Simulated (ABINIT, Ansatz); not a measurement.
## How the form of the self-energy moves the gap of MgZrF6 (Fm-3m)

How much does the gap of MgZrF6 (Fm-3m) depend on the approximation to the self-energy?

Program: ABINIT 10.8.3. Level of theory: LDA and many-body steps on it, plane waves. Results are calculated unless marked as measured.

Report form: the programs' logs are mostly left out.

### 1. The structure

Symmetry: Fm-3m, No. 225, cubic system. Conventional cell: a = 7.976 Å, b = 7.976 Å, c = 7.976 Å, α = 90.00°, β = 90.00°, γ = 90.00°. Nearest to Mg lie 6 F at 1.98 Å. Nearest to Zr lie 6 F at 2.01 Å. Nearest to F lie 1 Mg at 1.98 Å and 1 Zr at 2.01 Å. Farther neighbours and most contacts between anions are not listed.

Structure file:

```cif
data_structure
_symmetry_space_group_name_H-M 'P 1'
_symmetry_Int_Tables_number 1
_cell_length_a 5.6399
_cell_length_b 5.6399
_cell_length_c 5.6399
_cell_angle_alpha 60.000
_cell_angle_beta 60.000
_cell_angle_gamma 60.000
_cell_volume 126.85
loop_
_atom_site_label
_atom_site_type_symbol
_atom_site_fract_x
_atom_site_fract_y
_atom_site_fract_z
_atom_site_occupancy
Mg1 Mg 0.50000 0.50000 0.50000 1
Zr2 Zr 0.00000 0.00000 0.00000 1
F3 F 0.74762 0.25238 0.25238 1
F4 F 0.25238 0.74762 0.74762 1
F5 F 0.25238 0.74762 0.25238 1
F6 F 0.74762 0.25238 0.74762 1
F7 F 0.25238 0.25238 0.74762 1
F8 F 0.74762 0.74762 0.25238 1
```

The cell and positions are those that the Materials Project relaxed with its own functionals (PBE, PBE+U or r2SCAN), kept fixed.

### 2. Empty states on the mesh, 2×2×2 mesh, 260 bands

This step: ABINIT 10.8.3; DFT, LDA, plane waves, norm-conserving pseudopotentials.

The sums over transitions need many empty states on a uniform mesh; this step solves for them.

run.abi reads:

```
acell 3*1.0 Angstrom
rprim 
  0.000000000000 3.988016550000 3.988016550000
  3.988016550000 0.000000000000 3.988016550000
  3.988016550000 3.988016550000 -0.000000000000
ntypat 3
znucl 12 40 9
natom 8
typat 1 2 3 3 3 3 3 3
xred 
  0.500000000000 0.500000000000 0.500000000000
  0.000000000000 0.000000000000 0.000000000000
  0.747623080000 0.252376920000 0.252376920000
  0.252376920000 0.747623080000 0.747623080000
  0.252376920000 0.747623080000 0.252376920000
  0.747623080000 0.252376920000 0.747623080000
  0.252376920000 0.252376920000 0.747623080000
  0.747623080000 0.747623080000 0.252376920000
pp_dirpath "pseudos"
pseudos "Mg.upf, Zr.upf, F.upf"
ecut 38
ngkpt 2 2 2
nshiftk 1
shiftk 0 0 0
kptopt 1
chksymbreak 0
iscf -2
irdden 1
istwfk *1
nband 260
nbdbuf 22
tolwfr 1e-09
nstep 60
prtvol 0
indata_prefix "in"
outdata_prefix "out"
tmpdata_prefix "tmp"
```

Command:

```
$ OMP_NUM_THREADS=1 mpirun -n 4 abinit run.abi > log
```

It took 2.3 min on 4 MPI ranks of Arm Neoverse V1, shared host; peak memory 0.48 GiB.

This step gave:

```
gap                                                           : 6.824 eV
k of the valence top                                          : 0, 0, 0
k of the conduction bottom                                    : 0, 0, 0
least direct gap                                              : 6.824 eV
k points computed                                             : 3
lowest point of the top converged band, above the valence top : 79.3111 eV
```

On this mesh the gap is 6.824 eV.

The density comes from a self-consistent run that is not shown.

### 3. Screening, 2×2×2 mesh, 116 bands, screening to 114.3 eV

The RPA dielectric matrix is built and inverted for each q.

This step: RPA screening on LDA, plane waves, norm-conserving pseudopotentials.

run.abi: that of step 2 with these lines changed.

```diff
@@ -26,10 +26,11 @@
 chksymbreak 0
-iscf -2
-irdden 1
 istwfk *1
-nband 260
-nbdbuf 22
-tolwfr 1e-09
-nstep 60
-prtvol 0
+occopt 1
+irdwfk 1
+optdriver 3
+nband 116
+ecuteps 4.2
+inclvkb 2
+awtr 1
+symchi 1
 indata_prefix "in"
```

The job ended after 27 s (4 MPI ranks; peak memory 1.5 GiB).

Numbers from this step:

| Property | Result |
| --- | --- |
| ε∞ with local fields, on this mesh, along the program's q direction | 1.995 |
| the same without local fields | 2.202 |
| plasma frequency | 26.38 eV |
| plane waves in the screening matrix | 339 |

Local fields lower ε∞ by 9 %. On a Γ-centred mesh this coarse the value itself is usually too large, while a short band sum pulls it down.

### 4. G0W0, Godby-Needs plasmon pole

The self-energy is evaluated for the states that the input lists, and the levels follow from it, in one-shot runs by the linearised quasiparticle equation.

This step: G0W0 on LDA, plane waves, norm-conserving pseudopotentials.

run.abi: that of step 3 with these lines changed.

```diff
@@ -29,8 +29,15 @@
 irdwfk 1
-optdriver 3
+optdriver 4
 nband 116
+gwcalctyp 0
+ecutsigx 38
+symsigma 1
+nkptgw 1
+kptgw 
+  0.0000000000 0.0000000000 0.0000000000
+bdgw 
+  30 35
 ecuteps 4.2
-inclvkb 2
-awtr 1
-symchi 1
+irdscr 1
+ppmodel 1
 indata_prefix "in"
```

It took 7.2 s on 4 MPI ranks; peak memory 1.1 GiB; 28 s of CPU time.

This step gave:

* G0W0 gap on the points computed: 11.91 eV
* starting gap on the mesh: 6.824 eV
* k of the valence top: 0, 0, 0
* k of the conduction bottom: 0, 0, 0
* Z at the valence top: 0.807
* Z at the conduction bottom: 0.858
* least direct G0W0 gap on the computed points: 11.91 eV

The gap on the mesh goes from 6.82 eV to 11.91 eV, a correction of +5.09 eV.

### 5. G0W0, Engel-Farid plasmon pole

run.abi: that of step 4 with these lines changed.

```diff
@@ -41,3 +41,3 @@
 irdscr 1
-ppmodel 1
+ppmodel 4
 indata_prefix "in"
```

It took 5.7 s on 4 MPI ranks; peak memory 0.62 GiB; 22 s of CPU time.

This step gave:

```yaml
g0w0_gap_on_the_points_computed: 12.07 eV
starting_gap_on_the_mesh: 6.824 eV
k_of_the_valence_top: 0, 0, 0
k_of_the_conduction_bottom: 0, 0, 0
z_at_the_valence_top: 0.833
z_at_the_conduction_bottom: 0.88
least_direct_g0w0_gap_on_the_computed_points: 12.07 eV
```

Against G0W0 in ABINIT (2×2×2 mesh, 116 bands, screening to 114.3 eV, Godby-Needs plasmon pole), the gap moves by +0.152 eV.

### 6. G0W0, Hybertsen-Louie plasmon pole

run.abi: that of step 5 with these lines changed.

```diff
@@ -41,3 +41,3 @@
 irdscr 1
-ppmodel 4
+ppmodel 2
 indata_prefix "in"
```

Wall time 7 s (4 MPI ranks); peak memory 1.1 GiB; 28 s of CPU time.

This step gave:

```yaml
g0w0_gap_on_the_points_computed: 13.10 eV
starting_gap_on_the_mesh: 6.824 eV
k_of_the_valence_top: 0, 0, 0
k_of_the_conduction_bottom: 0, 0, 0
least_direct_g0w0_gap_on_the_computed_points: 13.10 eV
```

Against G0W0 in ABINIT (2×2×2 mesh, 116 bands, screening to 114.3 eV, Godby-Needs plasmon pole), the gap moves by +1.182 eV.

### 7. One-shot Hartree-Fock

This step: one-shot Hartree-Fock on LDA, plane waves, norm-conserving pseudopotentials.

run.abi: that of step 6 with these lines changed.

```diff
@@ -30,4 +30,4 @@
 optdriver 4
-nband 116
-gwcalctyp 0
+nband 36
+gwcalctyp 5
 ecutsigx 38
@@ -39,5 +39,4 @@
   30 35
-ecuteps 4.2
-irdscr 1
-ppmodel 2
+ixc_sigma 40
+fftgw 31
 indata_prefix "in"
```

It took 3.9 s on 4 MPI ranks; peak memory 0.9 GiB.

Numbers from this step:

```yaml
quasiparticle_gap_on_the_points_computed: 20.83 eV
starting_gap_on_the_mesh: 6.824 eV
k_of_the_valence_top: 0, 0, 0
k_of_the_conduction_bottom: 0, 0, 0
least_direct_quasiparticle_gap_on_the_computed_points: 20.83 eV
```

Against G0W0 in ABINIT (2×2×2 mesh, 116 bands, screening to 114.3 eV, Godby-Needs plasmon pole), the gap moves by +8.915 eV.

### 8. Screening, 2×2×2 mesh, 116 bands, screening to 114.3 eV

This step: RPA screening on LDA, plane waves, norm-conserving pseudopotentials.

run.abi: that of step 7 with these lines changed.

```diff
@@ -29,14 +29,14 @@
 irdwfk 1
-optdriver 4
-nband 36
-gwcalctyp 5
-ecutsigx 38
-symsigma 1
-nkptgw 1
-kptgw 
-  0.0000000000 0.0000000000 0.0000000000
-bdgw 
-  30 35
-ixc_sigma 40
-fftgw 31
+optdriver 3
+nband 116
+ecuteps 4.2
+inclvkb 2
+awtr 1
+symchi 1
+gwcalctyp 2
+nfreqre 16
+freqremax 40 eV
+nfreqim 8
+spmeth 1
+nomegasf 120
 indata_prefix "in"
```

It took 34 s on 4 MPI ranks; peak memory 2.2 GiB; 2.2 min of CPU time.

This step gave:

```yaml
eps_infinity_with_local_fields_on_this_mesh_along_the_program_s_q_direction: 1.998
the_same_without_local_fields: 2.205
plasma_frequency: 26.38 eV
plane_waves_in_the_screening_matrix: 339
```

### 9. G0W0, contour deformation

This step: G0W0 on LDA, plane waves, norm-conserving pseudopotentials.

run.abi: that of step 8 with these lines changed.

```diff
@@ -29,14 +29,14 @@
 irdwfk 1
-optdriver 3
+optdriver 4
 nband 116
+gwcalctyp 2
+ecutsigx 38
+symsigma 1
+nkptgw 1
+kptgw 
+  0.0000000000 0.0000000000 0.0000000000
+bdgw 
+  30 35
 ecuteps 4.2
-inclvkb 2
-awtr 1
-symchi 1
-gwcalctyp 2
-nfreqre 16
-freqremax 40 eV
-nfreqim 8
-spmeth 1
-nomegasf 120
+irdscr 1
 indata_prefix "in"
```

Elapsed: 5.9 s, on 4 MPI ranks; peak memory 0.6 GiB.

Numbers from this step:

- G0W0 gap on the points computed: 11.80 eV
- starting gap on the mesh: 6.824 eV
- k of the valence top: 0, 0, 0
- k of the conduction bottom: 0, 0, 0
- least direct G0W0 gap on the computed points: 11.80 eV

Against G0W0 in ABINIT (2×2×2 mesh, 116 bands, screening to 114.3 eV, Godby-Needs plasmon pole), the gap moves by −0.113 eV.

### 10. The runs together

Times are wall times on 4 MPI ranks of Arm Neoverse V1, shared host, good to a factor of about two. A run's time includes the screening step that it read.

```csv
run,mesh,bands,screening cutoff (eV),DFT gap (eV),gap on the mesh (eV),direct (eV),ε∞ used,time
"G0W0, Godby-Needs plasmon pole",2×2×2,116,114.3,6.824,11.915,11.915,2.00,34 s
"G0W0, Engel-Farid plasmon pole",2×2×2,116,114.3,6.824,12.067,12.067,2.00,33 s
"G0W0, Hybertsen-Louie plasmon pole",2×2×2,116,114.3,6.824,13.097,13.097,2.00,34 s
one-shot Hartree-Fock,2×2×2,-,-,6.824,20.830,20.830,-,3.9 s
"G0W0, contour deformation",2×2×2,116,114.3,6.824,11.802,11.802,2.00,39 s
```

### 11. Results

| Property | Result |
| --- | --- |
| G0W0, Godby-Needs plasmon pole | 11.915 eV |
| G0W0, Engel-Farid plasmon pole | 12.067 eV |
| G0W0, Hybertsen-Louie plasmon pole | 13.097 eV |
| one-shot Hartree-Fock | 20.830 eV |
| G0W0, contour deformation | 11.802 eV |
| known limits | not at the basis limit; no spin-orbit coupling; coarse k mesh |

**Reading.** G0W0, Engel-Farid plasmon pole: +0.152 eV against G0W0, Godby-Needs plasmon pole. G0W0, Hybertsen-Louie plasmon pole: +1.182 eV against G0W0, Godby-Needs plasmon pole. One-shot Hartree-Fock: +8.915 eV against G0W0, Godby-Needs plasmon pole. G0W0, contour deformation: −0.113 eV against G0W0, Godby-Needs plasmon pole. Bare exchange alone opens the gap to 20.83 eV; against G0W0, correlation takes back 8.91 eV. Bands and cutoff are finite, so the gap is not at the basis limit. The miss can reach some tenths of an eV and take either sign; the mesh is an error of its own. In the G0W0 runs levels were corrected at 1 k point alone, so a gap called «on the mesh» is the least over those, and an edge elsewhere would be missed. The 2×2×2 mesh is coarse for this cell, which bears on the long-range parts of exchange and screening. The many-body steps are scalar-relativistic: spin-orbit coupling is not in them.

[Paths, hosts, dates, memory and timing lines, banners, echoed tables and standing remarks are left out of the program output.]

[Logs are printed without paths, hosts, clocks, repeated set-up lines and the standing remarks that a program may print on its own settings, such as how far it seeks lower states.]

[Runs of the session that timed out or met a known fault of the program may be left out.]

[Hosts, paths, dates, database ids (printed as entryN), source tags and the programs' standing remarks are cut or masked in the printed files.]

[G0W0 gaps are taken among the corrected bands and points alone; a level outside them can change the order at an edge.]

[Where Ansatz stands beside ABINIT at settings called matched, ABINIT's density can come from a denser mesh and the files from another edition; pairs whose starting gaps differed by over 0.03 eV were left out, so agreement reads better than it is.]
